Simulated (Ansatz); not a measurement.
## CsSe4Cl (built on the sites of a database entry of CsClO4): relaxing the cell for a phonon run: relaxation

Ansatz 0.2.0; DFT PBEsol, scalar-relativistic, plane waves, PAW.

The structure was built from a prototype and need not be the compound's stable phase.

The structure is cubic, space group F-43m (No. 216). The conventional cell has a = 9.839 Å, b = 9.839 Å, c = 9.839 Å, α = 90.00°, β = 90.00°, γ = 90.00°. Cs has 12 Se at 4.03 Å nearest. Cl has 4 Se at 2.58 Å nearest. Nearest to Se lie 1 Cl at 2.58 Å and 3 Se at 2.75 Å and 3 Cs at 4.03 Å. Farther neighbours and most contacts between anions are not listed.

Little changed from the start: no atom moved by 0.005 Å and no cell edge by 0.1 %.

This step gave:

| Quantity | Value |
| --- | --- |
| pressure | -0.01050 GPa |

ELF in the ac plane of the cell as run, not the conventional one, at fractional y = 0.151, with atoms of Se within 0.2 Å of it. It is the smooth field of the valence electrons, not physical close to the nuclei.

Ten even steps from '0' (0.01) to '9' (0.85), each cell a mean:
```
8524899523799623799
9731367511367522689
8741123200023210267
4421000000000000023
3332100000000000122
6666541000000000256
9878985100000000379
9745998400000000269
9842799510000000037
7974698510000000013
3677677421100000012
5455555445541000255
8764434578985100379
9986433579998400269
9865644566799510138
8732564574258621114
5753686577447632432
3577897469878634775
6358998537999634898
```
Columns run along a (7.0 Å), rows up along c (7.0 Å). Atoms in or near the plane, at fractional coordinates: Se at (0.15, 0.15), Se at (0.55, 0.15), Se at (0.15, 0.55).

Electrostatic potential energy in the ac plane of the cell as run, not the conventional one, at fractional y = 0.151, with atoms of Se within 0.2 Å of it. With pseudopotentials it is smooth inside the atoms' cores, unlike the true potential.

Ten even steps from '_' (-16 eV) to '@' (8 eV), each cell a mean:
```
**%%%%%%####%%@@@@@@@@%%##%%%%%%##==--
++##@@@@@@@@@@@@@@@@@@@@@@@@@@@@%%**==
##%%@@@@@@@@@@@@@@@@@@@@@@@@@@@@@@%%##
%%%%@@@@@@@@@@@@@@@@@@@@@@@@@@@@@@@@%%
####%%@@@@@@@@@@@@@@@@@@@@@@@@@@@@@@%%
==::--**%%@@@@@@@@@@@@@@@@@@@@@@@@@@%%
..______==%%@@@@@@@@@@@@@@@@@@@@@@@@##
....==--..++@@@@@@@@@@@@@@@@@@@@@@@@%%
==..==++::..##@@@@@@@@@@@@@@@@@@@@@@@@
##::..--::__**@@@@@@@@@@@@@@@@@@@@@@@@
@@##::______++%%@@@@@@@@@@@@@@@@@@@@@@
@@%%##++--==##%%%%@@@@@@@@@@@@@@@@@@@@
##++**##########++**##@@@@@@@@@@@@@@%%
::____::**%%##==____..++%%@@@@@@@@@@##
....--....**##--__::::..==%%@@@@@@@@##
::..++==..::##++__--++--__**@@@@@@@@%%
++__--++--__**##::..====__--%%@@@@@@%%
%%==__....__++%%##::....__::##%%%%##%%
##%%++::..::##@@@@##==....==##%%##++**
```
Columns run along a (7.0 Å; values clipped at the 3rd and 97th percentile), rows up along c (7.0 Å). Atoms in or near the plane, at fractional coordinates: Se at (0.15, 0.15), Se at (0.55, 0.15), Se at (0.15, 0.55).

Valence density in the ac plane of the cell as run, not the conventional one, at fractional y = 0.151, with atoms of Se within 0.2 Å of it. It is the smooth field of the valence electrons, not physical close to the nuclei.

Ten steps, logarithmic in the rise over the least value, from '_' (0 e/Å³) to '@' (30 e/Å³), each cell a mean:
```
::............________......__....::::
::..____________________________..::::
....______________________________....
....________________________________..
......________________________________
..::::..____________________________..
::==++==::..________________________..
--**@@%%==::________________________..
::++@@@@##--..________________________
..--**%%##--..________________________
__..::====::....______________________
........::........____________________
......................______________..
::----::........::----::..__________..
--++##**--....::==####==::__________..
::**@@@@**::....==%%@@%%==..________..
..==%%@@##--....::**@@@@++::..______..
..::==**++--......--++**==::..........
......::--::....__..::--::........::::
```
Columns run along a (7.0 Å), rows up along c (7.0 Å). Atoms in or near the plane, at fractional coordinates: Se at (0.15, 0.15), Se at (0.55, 0.15), Se at (0.15, 0.55).

Q: Write an input that reproduces this.

The system, level and task follow from the heading and the kind of results. Meshes, cutoffs and thresholds can't be read from the results; these are the ones that the run used.

File input.yaml:

```yaml
crystal:
  lattice:
    - [0.0, 4.9192945779, 4.9192945779]
    - [4.9192945779, 0.0, 4.9192945779]
    - [4.9192945779, 4.9192945779, 0.0]
  atoms:
    - { symbol: Cs, position: [0.5, 0.5, 0.5] }
    - { symbol: Cl, position: [0.0, 0.0, 0.0] }
    - { symbol: Se, position: [0.1512827517, 0.1512827517, 0.1512827517] }
    - { symbol: Se, position: [0.5461517448, 0.1512827517, 0.1512827517] }
    - { symbol: Se, position: [0.1512827517, 0.1512827517, 0.5461517448] }
    - { symbol: Se, position: [0.1512827517, 0.5461517448, 0.1512827517] }
kpoints:
  mp_grid: { grid: [6, 6, 6] }
hamiltonian:
  xc: pbesol
scf:
  occupations: { method: gaussian, width: 0.1 }
output:
  forces: true
  stress: true
  eigenvalues: true
  write_density: true
  write_potential: true
  elf: true
  volumetric_format: npy
relax:
  adjacent_minimum: "off"
  f_tol: 0.005
  max_steps: 80
  cell: { stress_tol: 0.05 }
```

Command:

```sh
$ ansatz run input.yaml --threads 8 --pin off --max-ram 14336MiB --backend cpu --events-out ev --progress --plain --runs-dir out
```

[Logs are printed without paths, hosts, clocks, repeated set-up lines and the standing remarks that a program may print on its own settings, such as how far it seeks lower states.]

[Hosts, paths, dates, database ids (printed as entryN), source tags and the programs' standing remarks are cut or masked in the printed files.]
